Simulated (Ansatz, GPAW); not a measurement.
# Work function of a 9-layer slab of W(100) at several levels

How far do functional and basis move the work function of a 9-layer slab of W(100)?

Program: GPAW 26.7.0 and Ansatz 0.2.0. Level of theory: Ansatz plane waves; slab in vacuum with a dipole correction, relaxation, in the first sound run; inputs show where later runs differ. Results are calculated unless marked as measured.

Report form: the programs' logs are mostly left out.

### Step 1. Starting point

The cell holds 9 atoms: 9 W. Cell: a = 3.160 Å, b = 3.160 Å, c = 28.640 Å, α = 90.0°, β = 90.0°, γ = 90.0°. Vacuum lies along c.

### Step 2. Relaxing the atoms

The atoms are relaxed first, since the surface dipole, and with it the work function, follows the positions of the outer layers. The lowest 4 atoms are held at bulk positions and keep their forces.

The input, input.yaml:

```yaml
crystal:
  lattice:
    - [3.16, 0.0, 0.0]
    - [0.0, 3.16, 0.0]
    - [0.0, 0.0, 28.64]
  atoms:
    - { symbol: W, position: [0.0, 0.0, 0.2793296089] }
    - { symbol: W, position: [0.5, 0.5, 0.3344972067] }
    - { symbol: W, position: [0.0, 0.0, 0.3896648045] }
    - { symbol: W, position: [0.5, 0.5, 0.4448324022] }
    - { symbol: W, position: [0.0, 0.0, 0.5] }
    - { symbol: W, position: [0.5, 0.5, 0.5551675978] }
    - { symbol: W, position: [0.0, 0.0, 0.6103351955] }
    - { symbol: W, position: [0.5, 0.5, 0.6655027933] }
    - { symbol: W, position: [0.0, 0.0, 0.7206703911] }
kpoints:
  mp_grid: { grid: [10, 10, 1] }
hamiltonian:
  xc: pbe
scf:
  occupations: { method: fermi_dirac, width: 0.1 }
efield:
  axis: 3
  dipole_correction: true
  ramp_width: 0.05
relax:
  f_tol: 0.02
  max_steps: 60
  constraints: [{ sites: [0, 1, 2, 3] }]
output:
  write_potential: true
  write_density: true
  volumetric_format: npy
```

The run is started by

```console
$ ansatz run input.yaml --threads 4 --pin off --max-ram 8192MiB --backend cpu --events-out ev --progress --plain --runs-dir out
```

Elapsed: 28 s, on 4 threads of AMD EPYC 9R14 (Zen 4), shared host; peak memory 0.97 GiB; 1.8 min of CPU time.

Step by step:

```
step  energy less that of the first step (eV)  largest force component (eV/Å)
   1                                   0.0000                          1.6936
   2                                   0.1752                          2.8700
   3                                  -0.1292                          0.2488
   4                                  -0.1314                          0.0487
   5                                  -0.1321                          0.0073
```

Relaxation step 2 was tried and not accepted.

Forces are held to the 8 operations that the run works with; a distortion that breaks them can't arise in this run.

The atoms that moved most (Å):

```
atom     dx     dy      dz  length
  W8  0.000  0.000   0.106   0.106
  W9  0.000  0.000  -0.049   0.049
  W7  0.000  0.000   0.046   0.046
  W6  0.000  0.000   0.042   0.042
  W5  0.000  0.000   0.018   0.018
```

The relaxed structure:

```
W
1.0
     3.16000    0.00000    0.00000
     0.00000    3.16000    0.00000
     0.00000    0.00000   28.64000
W
9
Cartesian
  0.0000 0.0000 8.0000
  1.5800 1.5800 9.5800
  0.0000 0.0000 11.1600
  1.5800 1.5800 12.7400
  0.0000 0.0000 14.3380
  1.5800 1.5800 15.9419
  0.0000 0.0000 17.5257
  1.5800 1.5800 19.1663
  0.0000 0.0000 20.5913
```

This step gave:

| Item | Value |
| --- | --- |
| free energy | -93458.3558 eV |
| smearing term TS | 0.2476 eV |
| symmetry operations | 8 |
| upper work function | 4.138 eV |
| lower work function | 4.223 eV |
| dipole along the normal | 0.004695 e·Å |
| dipole field | 0.002970 V/Å |
| vacuum level above | 13.35 eV |
| vacuum level below | 13.43 eV |

The electrostatic potential energy of an electron (with the applied field's), less the Fermi level, planar mean oscillates, so the rows of the table below give means over windows of 1.64 Å about each position, cut where the curve ends. Its maxima inside the range that stand out by 2 % of the span (Å: eV): 8.8: -9.08, 10.4: -9.77, 11.9: -9.57, 13.6: -9.30, 15.2: -9.30, 16.7: -9.44, 18.3: -8.60, 19.8: -12.0. Its minima: 8.1: -14.8, 9.5: -15.3, 11.2: -15.4, 12.7: -15.3, 14.3: -15.4, 16.0: -15.3, 17.5: -15.2, 19.2: -15.5, 20.6: -15.1.

The electrostatic potential energy of an electron (with the applied field's), less the Fermi level, planar mean by z; means over each step:

```
z (Å)  electrostatic potential energy of an electron (with the applied field's), less the Fermi level, planar mean (eV)
 0.82                                                                                                              4.21
 2.46                                                                                                              4.22
 4.10                                                                                                              4.21
 5.74                                                                                                              3.74
 7.38                                                                                                             -6.69
 9.02                                                                                                             -12.4
10.66                                                                                                             -12.7
12.30                                                                                                             -12.6
13.94                                                                                                             -12.5
15.58                                                                                                             -12.4
17.22                                                                                                             -12.4
18.86                                                                                                             -12.4
20.50                                                                                                             -12.3
22.14                                                                                                              1.83
23.78                                                                                                              4.08
25.42                                                                                                              4.14
27.06                                                                                                              4.14
```

The valence density, planar mean oscillates, so the rows of the table below give means over windows of 1.57 Å about each position, cut where the curve ends. Its maxima inside the range that stand out by 2 % of the span (Å: e/Å³): 8.1: 1.09, 9.5: 1.10, 11.2: 1.11, 12.7: 1.11, 14.3: 1.11, 16.0: 1.11, 17.5: 1.10, 19.2: 1.12, 20.6: 1.11. Its minima: 8.8: 0.590, 10.4: 0.595, 11.9: 0.580, 13.6: 0.566, 15.1: 0.574, 16.7: 0.579, 18.3: 0.522, 19.8: 0.759.

Table of valence density, planar mean by z; means over each step:

```
z (Å)  valence density, planar mean (e/Å³)
 2.35                               6.7e-6
 3.92                               2.3e-4
 5.49                              0.00731
 7.06                                0.342
 8.63                                0.880
10.20                                0.884
11.77                                0.886
13.34                                0.875
14.91                                0.870
16.48                                0.883
18.05                                0.851
19.62                                0.976
21.19                                0.567
22.76                               0.0148
24.33                               4.6e-4
25.90                               1.4e-5
```

The relaxation lowered the energy of the cell by 0.132 eV.

### Step 3. Plane waves, PBE

The work function is the vacuum plateau of the electrostatic potential less the Fermi level; a dipole layer lets the two faces have plateaus of their own.

This step: GPAW, PAW setups; slab in vacuum (GPAW 26.7.0).

The input, run.py:

```python
import json
import numpy as np
from ase import Atoms
from gpaw import GPAW, PW

slab = Atoms(
    ['W', 'W', 'W', 'W', 'W', 'W', 'W', 'W', 'W'],
    positions=[
        [0.00000, 0.00000, 8.00000],
        [1.58000, 1.58000, 9.58000],
        [0.00000, 0.00000, 11.16000],
        [1.58000, 1.58000, 12.74000],
        [-0.00000, 0.00000, 14.33804],
        [1.58000, 1.58000, 15.94186],
        [0.00000, 0.00000, 17.52567],
        [1.58000, 1.58000, 19.16633],
        [-0.00000, 0.00000, 20.59127]],
    cell=[[3.16, 0.0, 0.0], [0.0, 3.16, 0.0], [0.0, 0.0, 28.64]],
    pbc=[True, True, False])

slab.calc = GPAW(mode=PW(400), xc='PBE', kpts={'size': (10, 10, 1), 'gamma': True},
                 occupations={'name': 'fermi-dirac', 'width': 0.1}, nbands='140%',
                 convergence={'density': 1e-05}, maxiter=200,
                 poissonsolver={'dipolelayer': 'xy'},
                 symmetry={'tolerance': 1e-3}, txt='slab.txt')
result = {}
energy = slab.get_potential_energy()
fermi = slab.calc.get_fermi_level()
v = slab.calc.get_electrostatic_potential().mean((0, 1)) - fermi
n = slab.calc.get_pseudo_density().mean((0, 1))
L = slab.cell[2, 2]
z = np.arange(len(v)) * L / len(v)
low, high = slab.positions[:, 2].min(), slab.positions[:, 2].max()
below, above = np.interp([low - 5.8, high + 5.8], z, v)
slopes = [np.interp(x, z, np.gradient(v, z)) for x in (low - 5.8, high + 5.8)]
eps = np.array([[slab.calc.get_eigenvalues(k, s) for k in range(len(slab.calc.get_ibz_k_points()))]
                for s in range(slab.calc.get_number_of_spins())]) - fermi
top, bottom = eps[eps < 0].max(), eps[eps > 0].min()
dipole = slab.get_dipole_moment()[2]
print(f'energy {energy:.4f} eV, Fermi level {fermi:.4f} eV, dipole {dipole:.5f} e A')
print(f'potential 5.8 A off the faces, from the Fermi level: lower {below:.4f} eV, upper {above:.4f} eV')
print(f'slope of the potential there: lower {slopes[0]:.5f}, upper {slopes[1]:.5f} eV/A')
print(f'nearest levels on the mesh: {top:.4f} and {bottom:.4f} eV')
print('magnetic moment', round(slab.get_magnetic_moment(), 3))
result.update(energy=energy, fermi=fermi, dipole=dipole, below=below, above=above, slopes=slopes, edges=[top, bottom],
              z=z.tolist(), v=v.tolist(), n=n.tolist(), positions=slab.positions.tolist(),
              forces=slab.get_forces(apply_constraint=False).tolist(), moments=slab.get_magnetic_moments().tolist())
json.dump(result, open('result.json', 'w'))
```

The run is started by

```console
$ OMP_NUM_THREADS=1 OPENBLAS_NUM_THREADS=1 python run.py
```

It took 4.4 min on 1 thread; peak memory 0.38 GiB.

This step gave:

- dipole along the normal: 0.005025 e·Å
- levels nearest the Fermi level on the mesh: -0.02119, 0.01705 eV from the Fermi level
- upper work function: 4.139 eV
- lower work function: 4.226 eV

The electrostatic potential energy of an electron (without an applied field's), less the Fermi level, planar mean oscillates, so the rows of the table below give means over windows of 1.59 Å about each position, cut where the curve ends. Its maxima inside the range that stand out by 2 % of the span (Å: eV): 8.8: -8.52, 10.4: -9.09, 12.0: -9.04, 13.6: -8.77, 15.2: -8.64, 16.8: -8.89, 18.4: -8.10, 19.8: -11.5. Its minima: 8.1: -19.9, 9.5: -20.6, 11.1: -20.7, 12.7: -20.6, 14.3: -20.7, 15.9: -20.5, 17.5: -20.5, 19.2: -20.8, 20.6: -20.3.

Table of electrostatic potential energy of an electron (without an applied field's), less the Fermi level, planar mean by z; means over each step:

```
z (Å)  electrostatic potential energy of an electron (without an applied field's), less the Fermi level, planar mean (eV)
 0.80                                                                                                                4.22
 2.39                                                                                                                4.23
 3.98                                                                                                                4.22
 5.57                                                                                                                3.91
 7.16                                                                                                               -5.06
 8.75                                                                                                               -14.2
10.34                                                                                                               -14.7
11.93                                                                                                               -14.6
13.52                                                                                                               -14.4
15.11                                                                                                               -14.3
16.70                                                                                                               -14.5
18.29                                                                                                               -13.9
19.88                                                                                                               -16.4
21.47                                                                                                               -4.66
23.06                                                                                                                3.85
24.65                                                                                                                4.13
26.24                                                                                                                4.14
27.83                                                                                                                4.14
```

The pseudo valence density, planar mean oscillates, so the rows of the table below give means over windows of 1.49 Å about each position, cut where the curve ends. Its maxima inside the range that stand out by 2 % of the span (Å: e/Å³): 8.1: 1.33, 9.5: 1.36, 11.2: 1.33, 12.7: 1.37, 14.4: 1.33, 15.9: 1.36, 17.6: 1.33, 19.1: 1.35, 20.6: 1.37. Its minima: 8.7: 0.542, 10.4: 0.521, 11.9: 0.529, 13.6: 0.511, 15.1: 0.514, 16.8: 0.519, 18.2: 0.495, 19.9: 0.646.

Pseudo valence density, planar mean against z; means over each step:

```
z (Å)  pseudo valence density, planar mean (e/Å³)
 2.23                                      5.0e-6
 3.72                                      1.4e-4
 5.21                                     0.00387
 6.70                                       0.122
 8.19                                       0.872
 9.68                                       0.905
11.17                                       0.908
12.66                                       0.906
14.15                                       0.896
15.64                                       0.889
17.13                                       0.885
18.62                                       0.845
20.11                                       0.967
21.60                                       0.262
23.09                                     0.00702
24.58                                      2.7e-4
26.07                                      9.8e-6
```

Force by atom:

```
atom  x (eV/Å)  y (eV/Å)  z (eV/Å)  size
  W1      0.00      0.00      1.36  1.36
  W2      0.00      0.00     -1.69  1.69
  W3      0.00      0.00      0.00  0.00
  W4      0.00      0.00      0.35  0.35
  W5      0.00      0.00     -0.01  0.01
  W6      0.00      0.00      0.00  0.00
  W7      0.00      0.00      0.00  0.00
  W8      0.00      0.00     -0.01  0.01
  W9      0.00      0.00      0.00  0.00
```

The potential is flat to 3.1e-4 eV/Å where it is read, so the vacuum is wide enough. The geometry is the other program's minimum; here the largest force on a free atom is 0.014 eV/Å.

### Step 4. Self-consistent run: xc = "RPBE"

The same geometry under RPBE, to see how far the functional moves the levels against the vacuum.

Changes to run.py since step 3:

```diff
@@ -20,3 +20,3 @@
 
-slab.calc = GPAW(mode=PW(400), xc='PBE', kpts={'size': (10, 10, 1), 'gamma': True},
+slab.calc = GPAW(mode=PW(400), xc='RPBE', kpts={'size': (10, 10, 1), 'gamma': True},
                  occupations={'name': 'fermi-dirac', 'width': 0.1}, nbands='140%',
```

The job ended after 4.3 min (1 thread; peak memory 0.39 GiB).

Numbers from this step:

```
dipole along the normal                    : 0.005320 e·Å
levels nearest the Fermi level on the mesh : -0.02524, 0.01725 eV from the Fermi level
upper work function                        : 3.985 eV
lower work function                        : 4.077 eV
```

The electrostatic potential energy of an electron (without an applied field's), less the Fermi level, planar mean oscillates, so the rows of the table below give means over windows of 1.59 Å about each position, cut where the curve ends. Its maxima inside the range that stand out by 2 % of the span (Å: eV): 8.8: -8.61, 10.4: -9.19, 12.0: -9.14, 13.6: -8.87, 15.2: -8.74, 16.8: -8.99, 18.4: -8.20, 19.8: -11.6. Its minima: 8.1: -19.9, 9.5: -20.6, 11.1: -20.8, 12.7: -20.7, 14.3: -20.7, 15.9: -20.6, 17.5: -20.6, 19.2: -20.8, 20.6: -20.4.

The electrostatic potential energy of an electron (without an applied field's), less the Fermi level, planar mean by z; means over each step:

```
z (Å)  electrostatic potential energy of an electron (without an applied field's), less the Fermi level, planar mean (eV)
 0.80                                                                                                                4.07
 2.39                                                                                                                4.08
 3.98                                                                                                                4.07
 5.57                                                                                                                3.75
 7.16                                                                                                               -5.17
 8.75                                                                                                               -14.3
10.34                                                                                                               -14.8
11.93                                                                                                               -14.7
13.52                                                                                                               -14.5
15.11                                                                                                               -14.4
16.70                                                                                                               -14.6
18.29                                                                                                               -14.0
19.88                                                                                                               -16.5
21.47                                                                                                               -4.77
23.06                                                                                                                3.69
24.65                                                                                                                3.98
26.24                                                                                                                3.98
27.83                                                                                                                3.99
```

The pseudo valence density, planar mean oscillates, so the rows of the table below give means over windows of 1.49 Å about each position, cut where the curve ends. Its maxima inside the range that stand out by 2 % of the span (Å: e/Å³): 8.1: 1.33, 9.5: 1.36, 11.2: 1.34, 12.7: 1.37, 14.4: 1.33, 15.9: 1.37, 17.6: 1.33, 19.1: 1.35, 20.6: 1.37. Its minima: 8.7: 0.542, 10.4: 0.520, 11.9: 0.528, 13.6: 0.510, 15.1: 0.513, 16.8: 0.519, 18.2: 0.494, 19.9: 0.645.

The pseudo valence density, planar mean by z; means over each step:

z (Å), pseudo valence density, planar mean (e/Å³) and a bar:
```
     2.23       0.00 
     3.72       0.00 
     5.21       0.00 
     6.70       0.12 ####
     8.19       0.87 ###########################
     9.68       0.91 ############################
    11.17       0.91 ############################
    12.66       0.91 ############################
    14.15       0.90 ############################
    15.64       0.89 ############################
    17.13       0.88 ###########################
    18.62       0.85 ##########################
    20.11       0.97 ##############################
    21.60       0.26 ########
    23.09       0.01 
    24.58       0.00 
    26.07       0.00
```

Force by atom:

```
atom  x (eV/Å)  y (eV/Å)  z (eV/Å)  size
  W1      0.00      0.00      1.11  1.11
  W2      0.00      0.00     -1.71  1.71
  W3      0.00      0.00      0.00  0.00
  W4      0.00      0.00      0.35  0.35
  W5      0.00      0.00      0.00  0.00
  W6      0.00      0.00     -0.01  0.01
  W7      0.00      0.00      0.01  0.01
  W8      0.00      0.00     -0.04  0.04
  W9      0.00      0.00      0.29  0.29
```

The upper face's work function is 3.985 eV, against 4.139 eV in the first plane-wave PBE run at this geometry.

[end of part 1 of 3]

[Logs are printed without paths, hosts, clocks, repeated set-up lines and the standing remarks that a program may print on its own settings, such as how far it seeks lower states.]

[Hosts, paths, dates, database ids (printed as entryN), source tags and the programs' standing remarks are cut or masked in the printed files.]
